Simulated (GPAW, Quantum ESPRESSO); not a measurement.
# O K-edge XANES of KTaO3 (Pm-3m), part 2 of 2

Aim: the O K edge of KTaO3 (Pm-3m) by two routes, a Lanczos recursion (XSpectra) and a sum over empty bands (GPAW), to see which features are robust.

Quantum ESPRESSO 7.5 and GPAW 26.7.0; core-hole supercells, plane-wave PAW PBE.

So far. Step 12 (Ground state of the crystal (GPAW)): The mesh shows a gap of 2.18 eV, so the hole is first treated in a charged cell, without the excited electron. Step 13 (Spectrum without a core hole, O atom 3 (GPAW)): Main maxima below 24 eV (height): 2.7 eV (1.98), 9.0 eV (2.17), 13.5 eV (1.60) and 21.2 eV (1.00). 

## 14. Reference energy of the supercell (GPAW)

Total energies of two programs can't be mixed, so the cell and mesh of GPAW's hole run get a reference energy of their own.

File scf.py:

```python
import numpy as np
from ase import Atoms
from ase.parallel import parprint, paropen
from gpaw import GPAW, PW, FermiDirac, Mixer, MixerDif, setup_paths
from gpaw.test import gen
setup_paths.insert(0, '.')
gen('O', name='nch1s', xcname='PBE', corehole=(1, 0, 0), write_xml=True)
from gpaw.mpi import world
world.barrier()

atoms = Atoms('Ta4K4O12',
    cell=[[3.9883, 3.9883, 3.9883],
     [-3.9883, 3.9883, -3.9883],
     [-3.9883, 3.9883, 3.9883]],
    scaled_positions=[[0, 0, 0],
     [0.5, 0.5, 0],
     [0, 0.5, 0.5],
     [0.5, 0, 0.5],
     [0.5, 0, 0],
     [0, 0.5, 0],
     [0.5, 0.5, 0.5],
     [0, 0, 0.5],
     [0, 0.75, 0.25],
     [0.5, 0.25, 0.25],
     [0, 0.25, 0.75],
     [0.5, 0.75, 0.75],
     [0.25, 0.25, 0],
     [0.75, 0.75, 0],
     [0.25, 0.75, 0.5],
     [0.75, 0.25, 0.5],
     [0.25, 0, 0.75],
     [0.75, 0.5, 0.75],
     [0.25, 0.5, 0.25],
     [0.75, 0, 0.25]],
    pbc=True)
atoms.calc = calc = GPAW(legacy_gpaw=True, mode=PW(500, force_complex_dtype=True), xc='PBE', setups={8: 'nch1s'},
    kpts={'size': (3, 3, 3), 'gamma': True}, occupations=FermiDirac(0.02),
    charge=0, mixer=Mixer(0.1, 5, 50), maxiter=150,
    convergence={'density': 0.0001, 'eigenstates': 1e-6}, txt='scf.txt')
energy = atoms.get_potential_energy() + calc.get_reference_energy()
ef = calc.get_fermi_level()
out = dict(energy=energy, fermi=ef, forces=atoms.get_forces().tolist())
parprint(f'all-electron energy {energy:.4f} eV, Fermi level {ef:.4f} eV')
ev = np.array([[calc.get_eigenvalues(k, s) for k in range(len(calc.get_ibz_k_points()))] for s in range(calc.get_number_of_spins())])
out['homo'], out['lumo'], out['counts'] = ev[ev < ef].max(), ev[ev > ef].min(), sorted(set((ev < ef).sum((0, 2)).tolist()))
out['filled'] = (ev[:, 0] < ef).sum(1).tolist()
import json
with paropen('out.json', 'w') as f:
    json.dump(out, f)
```

On the command line:

```bash
$ OMP_NUM_THREADS=1 mpirun -n 4 gpaw python scf.py
```

It took 48 s on 4 MPI ranks of Arm Neoverse V1, shared host; peak memory 0.29 GiB; 3.2 min of CPU time.

Reference energy: -1786863.687 eV with the cores included.

## 15. Spectrum with FCH, O atom 3 (GPAW)

The holes are 6.9 Å apart. The excited electron is left out and a uniform background balances the charge. After the field has converged, empty bands are computed with the density fixed and the dipole matrix elements are summed.

File xas.py:

```python
import numpy as np
from ase import Atoms
from ase.parallel import parprint, paropen
from gpaw import GPAW, PW, FermiDirac, Mixer, MixerDif, setup_paths
from gpaw.test import gen
setup_paths.insert(0, '.')
gen('O', name='fch1s', xcname='PBE', corehole=(1, 0, 1), write_xml=True)
from gpaw.mpi import world
world.barrier()

atoms = Atoms('Ta4K4O12',
    cell=[[3.9883, 3.9883, 3.9883],
     [-3.9883, 3.9883, -3.9883],
     [-3.9883, 3.9883, 3.9883]],
    scaled_positions=[[0, 0, 0],
     [0.5, 0.5, 0],
     [0, 0.5, 0.5],
     [0.5, 0, 0.5],
     [0.5, 0, 0],
     [0, 0.5, 0],
     [0.5, 0.5, 0.5],
     [0, 0, 0.5],
     [0, 0.75, 0.25],
     [0.5, 0.25, 0.25],
     [0, 0.25, 0.75],
     [0.5, 0.75, 0.75],
     [0.25, 0.25, 0],
     [0.75, 0.75, 0],
     [0.25, 0.75, 0.5],
     [0.75, 0.25, 0.5],
     [0.25, 0, 0.75],
     [0.75, 0.5, 0.75],
     [0.25, 0.5, 0.25],
     [0.75, 0, 0.25]],
    pbc=True)
atoms.calc = calc = GPAW(legacy_gpaw=True, mode=PW(500, force_complex_dtype=True), xc='PBE', setups={8: 'fch1s'},
    kpts={'size': (3, 3, 3), 'gamma': True}, occupations=FermiDirac(0.02),
    charge=0, mixer=Mixer(0.1, 5, 50), maxiter=150,
    convergence={'density': 0.0001, 'eigenstates': 1e-6}, txt='scf.txt')
energy = atoms.get_potential_energy() + calc.get_reference_energy()
ef = calc.get_fermi_level()
out = dict(energy=energy, fermi=ef, forces=atoms.get_forces().tolist())
parprint(f'all-electron energy {energy:.4f} eV, Fermi level {ef:.4f} eV')
ev = np.array([[calc.get_eigenvalues(k, s) for k in range(len(calc.get_ibz_k_points()))] for s in range(calc.get_number_of_spins())])
out['homo'], out['lumo'], out['counts'] = ev[ev < ef].max(), ev[ev > ef].min(), sorted(set((ev < ef).sum((0, 2)).tolist()))
out['filled'] = (ev[:, 0] < ef).sum(1).tolist()

from ase.units import Ha
from gpaw.xas import dipole_matrix_elements
nb = int(calc.get_number_of_electrons() / 2) + 174
top, nb = nb, nb + 8 + nb // 12
nscf = calc.fixed_density(kpts={'size': (4, 4, 4), 'gamma': True}, nbands=nb,
    convergence={'bands': top, 'eigenstates': 5e-3}, maxiter=60, txt='nscf.txt')
cell = atoms.cell.array
ops = [cell.T @ U.T @ np.linalg.inv(cell.T) for U in nscf.wfs.kd.symmetry.op_scc]
filled = [80]  # bands filled in the ground state, by spin
E = np.arange(-6, 34, 0.1)
fwhm = np.interp(E, [4, 25], [0.9, 3.5])
Y, X, zero, highest = 0, 0, 1e9, 1e9
for spin in range(nscf.get_number_of_spins()):
    wfs = nscf.wfs
    mine = wfs.bd.get_slice()  # this rank's bands
    A = dipole_matrix_elements(wfs.setups[8])
    eps = np.zeros((wfs.kd.nibzkpts, nb))
    d = np.zeros((3, A.shape[1], wfs.kd.nibzkpts, nb), complex)
    for kpt in wfs.kpt_u:
        if kpt.s == spin and 8 in kpt.P_ani:
            eps[kpt.k, mine] = kpt.eps_n * Ha
            d[:, :, kpt.k, mine] = (kpt.weight * wfs.nspins / 2) ** 0.5 * np.inner(A, kpt.P_ani[8])
    world.sum(eps)
    world.sum(d)
    T = np.einsum('amkn,bmkn->abkn', d, d.conj()).real
    T = sum(np.einsum('ai,ijkn,bj->abkn', R, T, R) for R in ops) / len(ops)
    empty = np.ones_like(eps, bool) & (np.arange(nb) >= filled[spin])
    zero, highest = min(zero, eps[empty].min()), min(highest, eps[:, top - 1].min())
    lines = [(eps, T, empty)] if spin == 0 else lines + [(eps, T, empty)]
for eps, T, empty in lines:
    f = np.einsum('aakn->akn', T).reshape(3, -1)
    x = eps.ravel() - zero
    w = np.interp(x, E, fwhm) / 2.35482
    g = np.exp(-0.5 * ((E[:, None] - x) / w) ** 2) / (w * (2 * np.pi) ** 0.5)
    Y = Y + (f * empty.ravel()) @ g.T
    X = X + (f * ~empty.ravel()) @ g.T
out.update(E=E.round(2).tolist(), xas=Y.tolist(), xes=X.tolist(), zero=zero, valid=highest - zero, nk=len(eps), nb=nb)
for i in range(0, len(E), 10):
    parprint(f'{E[i]:7.2f}', *(f'{v:10.3e}' for v in Y[:, i]))
import json
with paropen('out.json', 'w') as f:
    json.dump(out, f)
```

On the command line:

```bash
$ OMP_NUM_THREADS=1 mpirun -n 4 gpaw python xas.py
```

Elapsed: 3.9 min, on 4 MPI ranks; peak memory 0.57 GiB; 16 min of CPU time.

The O K spectrum, O atom 3, full core hole (charged cell) (energy from the lowest empty level; intensity scaled to a mean of 1 over the first 20 eV):

```csv
E (eV),intensity
-2.0,0.00
-1.4,0.00
-0.8,0.00
-0.2,0.02
0.4,0.18
1.0,0.56
1.6,0.95
2.2,1.84
2.8,1.20
3.4,0.26
4.0,0.28
4.6,0.55
5.2,0.68
5.8,1.03
6.4,1.52
7.0,2.26
7.6,2.75
8.2,2.49
8.8,1.91
9.4,1.39
10.0,0.95
10.6,0.77
11.2,0.89
11.8,1.12
12.4,1.27
13.0,1.25
13.6,1.10
14.2,0.86
14.8,0.63
15.4,0.44
16.0,0.33
16.6,0.32
17.2,0.37
17.8,0.49
18.4,0.64
19.0,0.81
19.6,0.98
20.2,1.09
20.8,1.11
21.4,1.03
22.0,0.87
22.6,0.68
23.2,0.52
23.8,0.40
24.4,0.33
25.0,0.31
25.6,0.33
26.2,0.39
26.8,0.48
27.4,0.60
28.0,0.71
28.6,0.81
29.2,0.89
29.8,0.94
30.4,1.00
31.0,1.05
31.6,1.12
```

Main maxima below 24 eV (height): 2.4 eV (1.92), 7.7 eV (2.76), 12.7 eV (1.28) and 20.6 eV (1.11). 

The hole costs E(hole) − E(ground) = 530.61 eV, and the lowest empty level of the hole cell on the spectrum's mesh lies at 7.50 eV, which puts the zero at 538.11 eV. With the free-atom term of -8.91 eV for this edge, the photon energy is 529.20 eV.

## 16. Excitation energy, O atom 3 (GPAW)

Changed against the first core-hole run: core hole to XCH, with the smearing that suits a partly filled band.

scf.py, as its differences from that of step 14:

```diff
@@ -6,3 +6,3 @@
 setup_paths.insert(0, '.')
-gen('O', name='nch1s', xcname='PBE', corehole=(1, 0, 0), write_xml=True)
+gen('O', name='fch1s', xcname='PBE', corehole=(1, 0, 1), write_xml=True)
 from gpaw.mpi import world
@@ -35,5 +35,5 @@
     pbc=True)
-atoms.calc = calc = GPAW(legacy_gpaw=True, mode=PW(500, force_complex_dtype=True), xc='PBE', setups={8: 'nch1s'},
-    kpts={'size': (3, 3, 3), 'gamma': True}, occupations=FermiDirac(0.02),
-    charge=0, mixer=Mixer(0.1, 5, 50), maxiter=150,
+atoms.calc = calc = GPAW(legacy_gpaw=True, mode=PW(500, force_complex_dtype=True), xc='PBE', setups={8: 'fch1s'},
+    kpts={'size': (3, 3, 3), 'gamma': True}, occupations=FermiDirac(0.04),
+    charge=-1, mixer=Mixer(0.1, 5, 50), maxiter=150,
     convergence={'density': 0.0001, 'eigenstates': 1e-6}, txt='scf.txt')
```

On the command line:

```bash
$ OMP_NUM_THREADS=1 mpirun -n 4 gpaw python scf.py
```

Run time: 52 s. Hardware: 4 MPI ranks; peak memory 0.3 GiB.

The total-energy difference is 538.54 eV. With the free-atom term of -8.91 eV for this edge, the photon energy is 529.63 eV.

## 17. The two programs side by side

The line shapes differ (Lorentzian half width 0.4 eV up to 4 eV, rising linearly to 1.75 eV at 25 eV (not a setting of the program: the run's 0.4 eV curve was folded afterwards with a further Lorentzian above 4 eV), against Gaussian full width 0.9 eV up to 4 eV, rising linearly to 3.5 eV at 25 eV), so both get a further Gaussian of 1.5 eV full width before they are compared; the Lorentzian tails remain.

```csv
E (eV),XSpectra,GPAW
-2.00,0.07,0.00
-1.25,0.10,0.00
-0.50,0.17,0.05
0.25,0.34,0.22
1.00,0.67,0.61
1.75,1.05,1.11
2.50,1.14,1.21
3.25,0.84,0.72
4.00,0.69,0.44
4.75,0.82,0.59
5.50,1.10,0.93
6.25,1.50,1.47
7.00,1.92,2.12
7.75,2.09,2.43
8.50,1.87,2.13
9.25,1.50,1.56
10.00,1.18,1.08
10.75,1.02,0.91
11.50,1.03,1.01
12.25,1.07,1.17
13.00,1.02,1.18
13.75,0.90,1.01
14.50,0.74,0.75
15.25,0.60,0.52
16.00,0.52,0.38
16.75,0.51,0.36
17.50,0.55,0.45
18.25,0.63,0.61
19.00,0.72,0.81
19.75,0.80,0.98
20.50,0.83,1.06
21.25,0.78,1.01
22.00,0.68,0.85
22.75,0.58,0.65
23.50,0.51,0.48
24.25,0.46,0.37
25.00,0.44,0.33
25.75,0.46,0.36
26.50,0.50,0.44
27.25,0.57,0.57
28.00,0.65,0.70
28.75,0.70,0.82
29.50,0.75,0.91
30.25,0.79,0.98
31.00,0.83,1.06
31.75,0.88,1.15
```

```csv
,XSpectra,GPAW
k mesh of the spectrum,4×4×4,4×4×4
cutoff (eV),680,500
"highest intensity below 16 eV after the common broadening, eV (height)",7.7 (2.09),7.7 (2.43)
"zero, corrected photon energy (eV)",529.1,529.2
"core time, hole field and spectrum",28 min,16 min
```

## 18. With and without the hole

XSpectra's curves. Both curves are counted from their own zero, so only the shift of weight within the empty states shows.

```csv
E (eV),no hole,FCH
-2.0,0.04,0.05
-1.0,0.07,0.08
0.0,0.15,0.17
1.0,0.51,0.61
2.0,1.02,1.28
3.0,1.56,0.76
4.0,0.78,0.48
5.0,0.36,0.76
6.0,0.69,1.29
7.0,1.19,2.16
8.0,1.72,2.52
9.0,2.33,1.78
10.0,1.44,0.97
11.0,0.92,0.82
12.0,1.18,1.17
13.0,1.64,1.24
14.0,1.61,0.96
15.0,0.87,0.51
16.0,0.44,0.36
17.0,0.39,0.37
18.0,0.40,0.48
19.0,0.62,0.85
20.0,0.80,1.02
21.0,1.25,1.24
22.0,0.97,0.77
23.0,0.59,0.45
24.0,0.35,0.34
25.0,0.22,0.26
26.0,0.27,0.30
27.0,0.29,0.48
28.0,0.60,0.90
29.0,0.64,0.79
30.0,0.66,0.85
31.0,0.59,0.84
32.0,0.86,1.11
```

With each curve scaled to its own mean, the area from −2 to 6 eV with the hole is 4.9 against 4.8, and the centre of weight from −1 to 20 eV moves by -0.4 eV (first and strongest maxima below 20 eV: 2.5 eV (1.60), 9.2 eV (2.35) and 13.3 eV (1.85) without the hole, 2.3 eV (1.63), 7.7 eV (2.62) and 12.6 eV (1.36) with it); the shape changes all the same, by 37 % r.m.s.

## 19. Against the measurement

Features are paired by their description (first, strongest, rising edge, steepest rise) or, failing that, by nearness after a common offset; their character isn't checked.

XSpectra PBE (Lorentzian half width 0.4 eV up to 4 eV, rising linearly to 1.75 eV at 25 eV (not a setting of the program: the run's 0.4 eV curve was folded afterwards with a further Lorentzian above 4 eV)):

| measured feature | measured (eV) | computed feature | computed (eV) | difference (eV) |
| --- | --- | --- | --- | --- |
| O K-edge first peak, transition to Ta 5d t2g states hybridised with O 2p | 531.3 | first maximum | 531.4 | +0.1 |

GPAW PBE (Gaussian full width 0.9 eV up to 4 eV, rising linearly to 3.5 eV at 25 eV):

| measured feature | measured (eV) | computed feature | computed (eV) | difference (eV) |
| --- | --- | --- | --- | --- |
| O K-edge first peak, transition to Ta 5d t2g states hybridised with O 2p | 531.3 | first maximum | 531.6 | +0.3 |

## 20. What came out

```yaml
absorber_and_edge: O K, atom 3 of the ground-state input (counted from 1)
surroundings: 2 Ta at 1.99 Å (linear, site symmetry 4/mmm)
highest_intensity_below_16_ev_xspectra_narrow_line: 7.7 eV above the zero, height 2.62
photon_energy_of_the_zero_with_the_added_terms: 529.1 eV (raw 538.0 eV; uncertain by a few eV)
```

**Reading.** XSpectra PBE lies 0.1 eV above the measured energy. GPAW PBE lies 0.3 eV above the measured energy. Energy scales of different experiments differ by up to about 1 eV. The two programs agree on the overall shape: 13 % r.m.s. remains over the first 14 eV after a relative shift of 0.0 eV, and their photon-energy zeros differ by 0.1 eV. What differs may come from the PAW partial waves, meshes, cutoffs and line shapes. In XSpectra the O K edge of atom 3, with 2 Ta at 1.99 Å (linear, site symmetry 4/mmm), has its highest intensity of the first 16 eV at 7.7 eV above the zero, near 537 eV in photon energy (uncertain by a few eV), 2.6 times the mean level of the first 20 eV (Lorentzian half width 0.4 eV). In XSpectra: With each curve scaled to its own mean, the area from −2 to 6 eV with the hole is 4.9 against 4.8, and the centre of weight from −1 to 20 eV moves by -0.4 eV (first and strongest maxima below 20 eV: 2.5 eV (1.60), 9.2 eV (2.35) and 13.3 eV (1.85) without the hole, 2.3 eV (1.63), 7.7 eV (2.62) and 12.6 eV (1.36) with it); the shape changes all the same, by 37 % r.m.s. In GPAW: With each curve scaled to its own mean, the area from −2 to 6 eV with the hole is 4.4 against 4.5, and the centre of weight from −1 to 20 eV moves by -0.3 eV (first and strongest maxima below 20 eV: 2.7 eV (1.98), 9.0 eV (2.17) and 13.5 eV (1.60) without the hole, 2.4 eV (1.92), 7.7 eV (2.76) and 12.7 eV (1.28) with it); the shape changes all the same, by 41 % r.m.s. In XSpectra the neutral-cell energy lies +0.4 eV from the charged-cell zero, a gap made of the charged-cell error and of where the added electron settles. In GPAW the neutral-cell energy lies +0.4 eV from the charged-cell zero, a gap made of the charged-cell error and of where the added electron settles. Lifetime broadening is put in by hand, and intensities beyond about 20 eV depend on it and on the partial waves; weight that the partial waves miss at high energy is lost. The structure is a published determination, not relaxed.

[Logs are printed without paths, hosts, clocks, repeated set-up lines and the standing remarks that a program may print on its own settings, such as how far it seeks lower states.]

[Hosts, paths, dates, database ids (printed as entryN), source tags and the programs' standing remarks are cut or masked in the printed files.]

[Lists of maxima count a maximum above −3 eV only where it reaches 4 % of the highest in the window and stands out from its surroundings by 2 % of it (1.5 % where it reaches 55 %); shoulders and weaker maxima are passed over, and of the rest the first, up to two pre-edge ones and the few strongest are named.]
